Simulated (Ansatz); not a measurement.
**Pt wire along [110], 23 atoms a period: bands along the axis**

Aim: is the Pt wire along [110], 23 atoms a period a metal or a semiconductor?

Main program and level: Ansatz 0.2.0; DFT PBE, plane waves, PAW; relaxation of a wire's period; PAW set soft_1, in the first sound run; inputs show where later runs differ.

### Step 1. The starting structure

The cell holds 23 atoms: 23 Pt. Cell: a = 18.710 Å, b = 18.029 Å, c = 2.807 Å, α = 90.0°, β = 90.0°, γ = 90.0°. Vacuum lies along a and b. The structure's axis is c.

### Step 2. The relaxed wire

Band widths follow the bond lengths, so the wire is relaxed first. The atoms and the third cell vector are free; the box across stays fixed as vacuum. A Fermi-Dirac smearing is set since the result may be a metal. The pressure printed is a third of the stress's trace over the whole box, vacuum included; only the stress along the axis is relaxed.

The input, input.yaml:

```yaml
crystal:
  lattice:
    - [18.71, 0.0, 0.0]
    - [0.0, 18.029, 0.0]
    - [0.0, 0.0, 2.8072139213]
  atoms:
    - { symbol: Pt, position: [0.287814003, 0.655701468, 0.0] }
    - { symbol: Pt, position: [0.287814003, 0.499995998, 0.0] }
    - { symbol: Pt, position: [0.5, 0.655701468, 0.0] }
    - { symbol: Pt, position: [0.5, 0.499995998, 0.0] }
    - { symbol: Pt, position: [0.5, 0.811406938, 0.0] }
    - { symbol: Pt, position: [0.712185997, 0.655701468, 0.0] }
    - { symbol: Pt, position: [0.712185997, 0.499995998, 0.0] }
    - { symbol: Pt, position: [0.181721005, 0.422143263, 0.5] }
    - { symbol: Pt, position: [0.181721005, 0.577848733, 0.5] }
    - { symbol: Pt, position: [0.393907002, 0.266437792, 0.5] }
    - { symbol: Pt, position: [0.393907002, 0.422143263, 0.5] }
    - { symbol: Pt, position: [0.393907002, 0.577848733, 0.5] }
    - { symbol: Pt, position: [0.393907002, 0.733554203, 0.5] }
    - { symbol: Pt, position: [0.606092998, 0.266437792, 0.5] }
    - { symbol: Pt, position: [0.606092998, 0.422143263, 0.5] }
    - { symbol: Pt, position: [0.606092998, 0.577848733, 0.5] }
    - { symbol: Pt, position: [0.606092998, 0.733554203, 0.5] }
    - { symbol: Pt, position: [0.818278995, 0.422143263, 0.5] }
    - { symbol: Pt, position: [0.818278995, 0.577848733, 0.5] }
    - { symbol: Pt, position: [0.287814003, 0.344290528, 0.0] }
    - { symbol: Pt, position: [0.5, 0.344290528, 0.0] }
    - { symbol: Pt, position: [0.5, 0.188585057, 0.0] }
    - { symbol: Pt, position: [0.712185997, 0.344290528, 0.0] }
kpoints:
  mp_grid: { grid: [1, 1, 29] }
scf:
  occupations: { method: fermi_dirac, width: 0.05 }
hamiltonian:
  xc: pbe
  pseudopotentials: { kind: paw, azcp: { folder: soft_1 } }
relax:
  cell: { fix: [a, b, alpha, beta, gamma] }
  max_steps: 45
  f_tol: 0.03
```

On the command line:

```
$ ansatz run input.yaml --threads 16 --pin off --max-ram 61440MiB --backend cuda --events-out ev --progress --plain --runs-dir out --max-vram 78GiB
```

Numbers of over 12 decimals in the logs are rounded to 6 here.

The log of the run:

```text
Engine: ansatz 0.2.0, aarch64-unknown-linux-gnu
Pseudopotentials: kind: paw
Pseudopotential: Pt, paw, valence charge 18, recommended cutoff 420 eV (normal), soft_1/Pt.paw.azcp
Functional definition: PBE
  parameter kappa = 0.804
  parameter beta = 0.066725
  exchange = pbe_x(kappa = kappa, mu = beta*pi^2/3)
  correlation = pbe_c(beta = beta)
[...]
Crystal: 23 atoms, lattice volume = 946.937 Å³
Basis set: ecut = 420 eV, 18627 PW (Γ), exchange–correlation on 256×250×40 points (8 copies of the dense FFT grid, shifted against one another)
Bands: 249, of which v1, the nominal top of the filled ones, is band 207 counted from 1 (206 counted from 0)
Symmetry: 8 space group operations
Space group: Pmmm (ITA 47), of the structure as read, at distance tolerance 9.8e-5 Å
k-points: 15 of 29
Non-local potential: Pt, projectors of the file, l = 0: 3, l = 1: 2, l = 2: 2, l = 3: 1
PAW form: soft (Blöchl's): semilocal exchange-correlation on the pseudo side does not see the compensation charge
PAW one-centre angular grid: Pt, 590 points (default); XC on 64 Gauss nodes
Initial density: superposition of atomic densities (neutral atoms: chi_scale 0, normalization atom)
Initial wavefunctions: pseudopotential atomic-orbital guess
[...]
Functional: x = pbe(κ = 0.804, μ = 0.219515), c = pbe(β = 0.066725)
SCF iter   1: F=—  HF=-288062.969795 eV  |F-HF|=—  |Δ(HF+E_count)|=         —  Δρ=5.42e-2  dr2=4.48e1  ethr=3.10e-3  ⟨swp⟩=6.8  Hψ=13581  notcnv=0  defer=228
preconditioner: auto → LDOS  [metal: Δε(μ)=0.002 eV  Ē_g=6.529 eV  σ=0.050 eV  W_gap=0.01  n_scr=192 (ndim 8)  ℏωp=18.3 eV  f_vac=0.541  D(μ)=51.31/eV (n_scr^D=516)  β→1.0]
SCF iter   2: F=—  HF=-288060.347172 eV  |F-HF|=—  |Δ(HF+E_count)|=    2.62e0  Δρ=3.81e-2  dr2=2.61e1  ethr=3.10e-3  ⟨swp⟩=3.0  Hψ=8976  notcnv=0  defer=335
[...]
SCF iter  15: F=-288055.429629 eV  HF=-288055.429629 eV  |F-HF|=2.95e-8  |Δ(HF+E_count)|=   6.46e-9  Δρ=1.03e-6  dr2=3.59e-8  ethr=2.42e-11  ⟨swp⟩=4.0  Hψ=10629  notcnv=0
SCF 1 converged in 15 iterations: F = -288055.429629 eV  dr2 = 3.59e-8
  greatest PAW one-centre occupation: 1.000 electrons in one spin orbital (limit 2), on the Pt atom at site 3 (counted from 0), in its partial waves of l = 0
relax step   1: F+E_penalty+E_count = -288055.42962875 eV  Δ(F+E_penalty+E_count) = +0.000e0 eV  max|allowed force component| = 9.835e-1 eV/Å  Δτ_max = 0.0000 Å  P = -3.675 GPa  Ω = 946.937 Å³  fix = [a, b, alpha, beta, gamma]  reactions: a -3.350, b -1.958 GPa  (15 SCF iters, dr2 threshold 1.00e-7 eV, accepted)
[...]
Crystal: 23 atoms, lattice volume = 900.183 Å³
Basis set: ecut = 420 eV, 17711 PW (Γ), exchange–correlation on 256×250×40 points (8 copies of the dense FFT grid, shifted against one another)
[...]
iter 1 solved again at ethr=1.24e-3 eV; its pass at ethr=3.10e-3 eV (dr2=5.13e0 eV) is discarded
SCF iter   1: F=—  HF=-288056.718483 eV  |F-HF|=—  |Δ(HF+E_count)|=         —  Δρ=1.53e-2  dr2=5.12e0  ethr=1.24e-3  ⟨swp⟩=3.7  Hψ=18566  notcnv=0
preconditioner: auto → LDOS  [metal: Δε(μ)=0.003 eV  Ē_g=7.220 eV  σ=0.050 eV  W_gap=0.02  n_scr=160 (ndim 8)  ℏωp=18.8 eV  f_vac=0.549  D(μ)=35.15/eV (n_scr^D=266)  β→1.0]
SCF iter   2: F=—  HF=-288056.516506 eV  |F-HF|=—  |Δ(HF+E_count)|=   2.02e-1  Δρ=6.42e-3  dr2=6.15e-1  ethr=1.24e-3  ⟨swp⟩=2.2  Hψ=5449  notcnv=0
[...]
SCF iter  10: F=-288056.415784 eV  HF=-288056.415785 eV  |F-HF|=1.36e-6  |Δ(HF+E_count)|=   6.11e-8  Δρ=8.53e-6  dr2=1.70e-6  ethr=5.56e-10  ⟨swp⟩=4.0  Hψ=10516  notcnv=0
SCF 2 converged in 10 iterations: F = -288056.415784 eV  dr2 = 1.70e-6
  greatest PAW one-centre occupation: 1.000 electrons in one spin orbital (limit 2), on the Pt atom at site 6 (counted from 0), in its partial waves of l = 0
relax step   2: F+E_penalty+E_count = -288056.41578376 eV  Δ(F+E_penalty+E_count) = -9.862e-1 eV  max|allowed force component| = 8.000e-1 eV/Å  Δτ_max = 0.1860 Å  P = +3.034 GPa  Ω = 900.183 Å³  energy of the carried Pulay correction = +8.148e-3 eV  fix = [a, b, alpha, beta, gamma]  reactions: a +2.186, b +2.987 GPa  (10 SCF iters, dr2 threshold 2.30e-6 eV, accepted)
[...]
Crystal: 23 atoms, lattice volume = 902.624 Å³
[...]
iter 1 solved again at ethr=4.29e-4 eV; its pass at ethr=3.10e-3 eV (dr2=1.78e0 eV) is discarded
[...]
SCF 3 converged in 10 iterations: F = -288056.833722 eV  dr2 = 6.30e-7
[...]
SCF 4 converged in 8 iterations: F = -288056.941110 eV  dr2 = 1.30e-6
[...]
SCF 5 converged in 8 iterations: F = -288056.954891 eV  dr2 = 5.05e-7
[...]
SCF 6 converged in 7 iterations: F = -288056.956240 eV  dr2 = 1.37e-7
[...]
SCF 7 converged in 8 iterations: F = -288056.948136 eV  dr2 = 1.23e-10
[...]
SCF converged after 8 iterations
[...]
k-point 14: bands = ["-93.3528", "-93.3528", "-93.0923", "-93.0905", "-93.0904", "-93.0879", "-93.0879", "-93.0460", "-93.0456", "-92.6372", "-92.6372", "-92.6372", "-92.6372", "-92.6127", "-92.6127", "-92.6127", "-92.6127", "-92.4961", "-92.4961", "-92.4248", "-92.4248", "-92.4218", "-92.4218", "-47.7900", "-47.7889", "-47.6307", "-47.6248", "-47.5343", "-47.5249", "-47.4810", "-47.4641", "-47.4462", "-47.4449", " [...]
--- Relaxed structure (6 steps of the walk, 6 accepted, 1 SCFs on fresh bases) ---
  F+E_penalty+E_count = -288056.94813613 eV   max|allowed force component| = 1.043e-2 eV/Å   (the final SCF, on the basis selected at the relaxed cell)
  cell:  # Å, volume = 912.9286 Å³
    - [18.71, 0, 0]
    - [0, 18.029, 0]
    - [0, 0, 2.706396]
  atoms:
    - { symbol: Pt, position: [0.287766, 0.669158, 4.796093576321206e-18] }
    - { symbol: Pt, position: [0.294519, 0.5, 0] }
    - { symbol: Pt, position: [0.5, 0.653382, -8.282685270749793e-19] }
    - { symbol: Pt, position: [0.5, 0.5, 0] }
    - { symbol: Pt, position: [0.5, 0.803998, -2.6429002309950087e-18] }
    - { symbol: Pt, position: [0.712234, 0.669158, 4.796093576321207e-18] }
    - { symbol: Pt, position: [0.705481, 0.5, 0] }
    - { symbol: Pt, position: [0.195912, 0.419842, 0.5] }
    - { symbol: Pt, position: [0.195912, 0.580158, 0.5] }
    - { symbol: Pt, position: [0.390127, 0.259547, 0.5] }
    - { symbol: Pt, position: [0.392699, 0.419207, 0.5] }
    - { symbol: Pt, position: [0.392699, 0.580793, 0.5] }
    - { symbol: Pt, position: [0.390127, 0.740453, 0.5] }
    - { symbol: Pt, position: [0.609873, 0.259547, 0.5] }
    - { symbol: Pt, position: [0.607301, 0.419207, 0.5] }
    - { symbol: Pt, position: [0.607301, 0.580793, 0.5] }
    - { symbol: Pt, position: [0.609873, 0.740453, 0.5] }
    - { symbol: Pt, position: [0.804088, 0.419842, 0.5] }
    - { symbol: Pt, position: [0.804088, 0.580158, 0.5] }
    - { symbol: Pt, position: [0.287766, 0.330842, -4.796093576321207e-18] }
    - { symbol: Pt, position: [0.5, 0.346618, 8.282685270749793e-19] }
    - { symbol: Pt, position: [0.5, 0.196002, 2.642900230995008e-18] }
    - { symbol: Pt, position: [0.712234, 0.330842, -4.796093576321206e-18] }
```

It took 9 s on 1 × NVIDIA GB200 with 16 threads of Arm Neoverse V2, shared host; peak memory 1.3 GiB.

The steps of the relaxation:

```
step  energy less that of the first step (eV)  largest force component (eV/Å)  pressure (GPa)  volume (Å³)
   1                                   0.0000                          0.9835           -3.68       946.94
   2                                  -0.9862                          0.8000            3.03       900.18
   3                                  -1.4041                          0.6993            0.84       902.62
   4                                  -1.5115                          0.0849           -0.36       914.85
   5                                  -1.5253                          0.0524           -0.08       912.64
   6                                  -1.5266                          0.0104            0.01       912.93
   7                                  -1.5185                          0.0104            0.02       912.93
```

The log counts 1 steps on a newly chosen plane-wave basis, not all of them marked here; energy and pressure can jump at such steps.

The run keeps the 8 symmetry operations that it works with, so distortions that break them were not tested.

```
cell as run  before  after  change
      c (Å)   2.807  2.706  -3.6 %
```

The atoms that moved most (Å, along periodic axes as changes of fractional coordinates times the final cell, across vacuum about the mean position):

```csv
atom,dx,dy,dz,length
Pt18,-0.266,-0.042,0.000,0.269
Pt8,0.266,-0.042,0.000,0.269
Pt19,-0.266,0.042,0.000,0.269
Pt9,0.266,0.042,0.000,0.269
Pt23,0.001,-0.243,0.000,0.243
Pt20,-0.001,-0.243,0.000,0.243
Pt1,-0.001,0.243,0.000,0.243
Pt6,0.001,0.243,0.000,0.243
```

The relaxed structure:

```cif
data_structure
_symmetry_space_group_name_H-M 'P 1'
_symmetry_Int_Tables_number 1
_cell_length_a 18.7100
_cell_length_b 18.0290
_cell_length_c 2.7064
_cell_angle_alpha 90.000
_cell_angle_beta 90.000
_cell_angle_gamma 90.000
_cell_volume 912.93
loop_
_atom_site_label
_atom_site_type_symbol
_atom_site_fract_x
_atom_site_fract_y
_atom_site_fract_z
_atom_site_occupancy
Pt1 Pt 0.28777 0.66916 0.00000 1
Pt2 Pt 0.29452 0.50000 0.00000 1
Pt3 Pt 0.50000 0.65338 0.00000 1
Pt4 Pt 0.50000 0.50000 0.00000 1
Pt5 Pt 0.50000 0.80400 0.00000 1
Pt6 Pt 0.71223 0.66916 0.00000 1
Pt7 Pt 0.70548 0.50000 0.00000 1
Pt8 Pt 0.19591 0.41984 0.50000 1
Pt9 Pt 0.19591 0.58016 0.50000 1
Pt10 Pt 0.39013 0.25955 0.50000 1
Pt11 Pt 0.39270 0.41921 0.50000 1
Pt12 Pt 0.39270 0.58079 0.50000 1
Pt13 Pt 0.39013 0.74045 0.50000 1
Pt14 Pt 0.60987 0.25955 0.50000 1
Pt15 Pt 0.60730 0.41921 0.50000 1
Pt16 Pt 0.60730 0.58079 0.50000 1
Pt17 Pt 0.60987 0.74045 0.50000 1
Pt18 Pt 0.80409 0.41984 0.50000 1
Pt19 Pt 0.80409 0.58016 0.50000 1
Pt20 Pt 0.28777 0.33084 0.00000 1
Pt21 Pt 0.50000 0.34662 0.00000 1
Pt22 Pt 0.50000 0.19600 0.00000 1
Pt23 Pt 0.71223 0.33084 0.00000 1
```

Numbers from this step:

```yaml
energy_at_zero_smearing: -288056.7991 eV
cell_length_along_the_wire: 2.706 Å
```

The cell's length comes to 2.706 Å with spin left out.

### Step 3. Bands of the perfect wire

This step: DFT PBE, plane waves, PAW; bands of a perfect wire; PAW set soft_1 (Ansatz 0.2.0).

At the relaxed period the bands are computed along the axis; those that cross an energy going forward count the channels that a perfect wire would open there.

The input, input.yaml:

```yaml
crystal:
  lattice:
    - [18.71, 0.0, 0.0]
    - [0.0, 18.029, 0.0]
    - [0.0, 0.0, 2.7063964193]
  atoms:
    - { symbol: Pt, position: [0.287765863, 0.669158227, 0.0] }
    - { symbol: Pt, position: [0.294518995, 0.5, 0.0] }
    - { symbol: Pt, position: [0.5, 0.653382226, 0.0] }
    - { symbol: Pt, position: [0.5, 0.5, 0.0] }
    - { symbol: Pt, position: [0.5, 0.803997763, 0.0] }
    - { symbol: Pt, position: [0.712234137, 0.669158227, 0.0] }
    - { symbol: Pt, position: [0.705481005, 0.5, 0.0] }
    - { symbol: Pt, position: [0.195911557, 0.419841738, 0.5] }
    - { symbol: Pt, position: [0.195911557, 0.580158262, 0.5] }
    - { symbol: Pt, position: [0.39012711, 0.259546975, 0.5] }
    - { symbol: Pt, position: [0.392698805, 0.419207274, 0.5] }
    - { symbol: Pt, position: [0.392698805, 0.580792726, 0.5] }
    - { symbol: Pt, position: [0.39012711, 0.740453025, 0.5] }
    - { symbol: Pt, position: [0.60987289, 0.259546975, 0.5] }
    - { symbol: Pt, position: [0.607301195, 0.419207274, 0.5] }
    - { symbol: Pt, position: [0.607301195, 0.580792726, 0.5] }
    - { symbol: Pt, position: [0.60987289, 0.740453025, 0.5] }
    - { symbol: Pt, position: [0.804088443, 0.419841738, 0.5] }
    - { symbol: Pt, position: [0.804088443, 0.580158262, 0.5] }
    - { symbol: Pt, position: [0.287765863, 0.330841773, 0.0] }
    - { symbol: Pt, position: [0.5, 0.346617774, 0.0] }
    - { symbol: Pt, position: [0.5, 0.196002237, 0.0] }
    - { symbol: Pt, position: [0.712234137, 0.330841773, 0.0] }
kpoints:
  mp_grid: { grid: [1, 1, 30] }
  band_path: { path: ["Γ", Z], npoints: 90 }
scf:
  occupations: { method: fermi_dirac, width: 0.05 }
hamiltonian:
  xc: pbe
  pseudopotentials: { kind: paw, azcp: { folder: soft_1 } }
output:
  dos: { e_range: [-5, 4] }
  write_potential: true
  write_density: true
  volumetric_format: npy
```

The log of the run:

```text
[...]
Crystal: 23 atoms, lattice volume = 912.929 Å³
Basis set: ecut = 420 eV, 17975 PW (Γ)
Bands: 249, of which v1, the nominal top of the filled ones, is band 207 counted from 1 (206 counted from 0)
[... 1 set-up line as in the run before ...]
[...]
k-points: 16 of 30
[...]
SCF iter   1: F=—  HF=-288064.767187 eV  |F-HF|=—  |Δ(HF+E_count)|=         —  Δρ=5.68e-2  dr2=3.82e1  ethr=3.10e-3  ⟨swp⟩=7.2  Hψ=15245  notcnv=0  defer=211
[...]
SCF iter   6: F=—  HF=-288056.953046 eV  |F-HF|=—  |Δ(HF+E_count)|=   4.86e-5  Δρ=6.48e-4  dr2=9.16e-3  ethr=1.61e-5  ⟨swp⟩=2.0  Hψ=5486  notcnv=0  defer=407
[...]
SCF iter  11: F=—  HF=-288056.945117 eV  |F-HF|=—  |Δ(HF+E_count)|=   3.79e-8  Δρ=8.85e-6  dr2=2.41e-6  ethr=2.51e-9  ⟨swp⟩=2.0  Hψ=5039  notcnv=0  defer=407
[...]
SCF iter  13: F=-288056.945117 eV  HF=-288056.945117 eV  |F-HF|=6.32e-8  |Δ(HF+E_count)|=   4.14e-8  Δρ=2.07e-6  dr2=9.93e-8  ethr=2.42e-11  ⟨swp⟩=14.6  Hψ=15193  notcnv=0
SCF 1 converged in 13 iterations: F = -288056.945117 eV  dr2 = 9.93e-8
[...]
NSCF: frozen V_eff on 91 k-points
[...]
SCF converged after 13 iterations
[...]
```

The job ended after 8 s (1 × NVIDIA GB200 with 16 threads; peak memory 2.2 GiB; 63 s of CPU time).

The column dr2 measures how far the density is from self-consistency, as an energy; F and HF (Harris–Foulkes) agree once it is small.

Numbers from this step:

| Item | Value |
| --- | --- |
| energy at zero smearing | -288056.7954 eV |
| band gap | 0 eV |

Electronic bands along the path, in eV, zero at the Fermi level; # counts the bands kept:

| point | #57 | #58 | #59 | #60 | #61 | #62 | #63 | #64 |
| --- | --- | --- | --- | --- | --- | --- | --- | --- |
| Γ | -0.20 | -0.18 | -0.14 | -0.11 | 0.06 | 0.18 | 0.19 | 0.21 |
| halfway | -0.24 | -0.19 | -0.12 | -0.04 | 0.01 | 0.04 | 0.13 | 0.14 |
| Z | 0.76 | 1.49 | 1.60 | 2.31 | 2.48 | 2.53 | 2.53 | 2.55 |

Between Γ and Z the bands cross the Fermi level 23 times, so a perfect wire would conduct at least 23 G₀, with spin left out.

### Step 4. Results

```json
{
  "cell length, PBE": "2.706 Å",
  "ballistic conductance by band crossings, a lower bound, PBE": "23 G₀"
}
```

Under PBE the cell's length is 2.71 Å, and the bands cross the Fermi level 23 times between Γ and Z, which gives a perfect wire at least 23 G₀ (opposite crossings within one step of the path cancel in such a count). No spin was allowed, though thin wires with open d shells can turn magnetic. Spin-orbit coupling is left out, which matters for the bands of heavy atoms.

[Logs are printed without paths, hosts, clocks, repeated set-up lines and the standing remarks that a program may print on its own settings, such as how far it seeks lower states.]

[Hosts, paths, dates, database ids (printed as entryN), source tags and the programs' standing remarks are cut or masked in the printed files.]
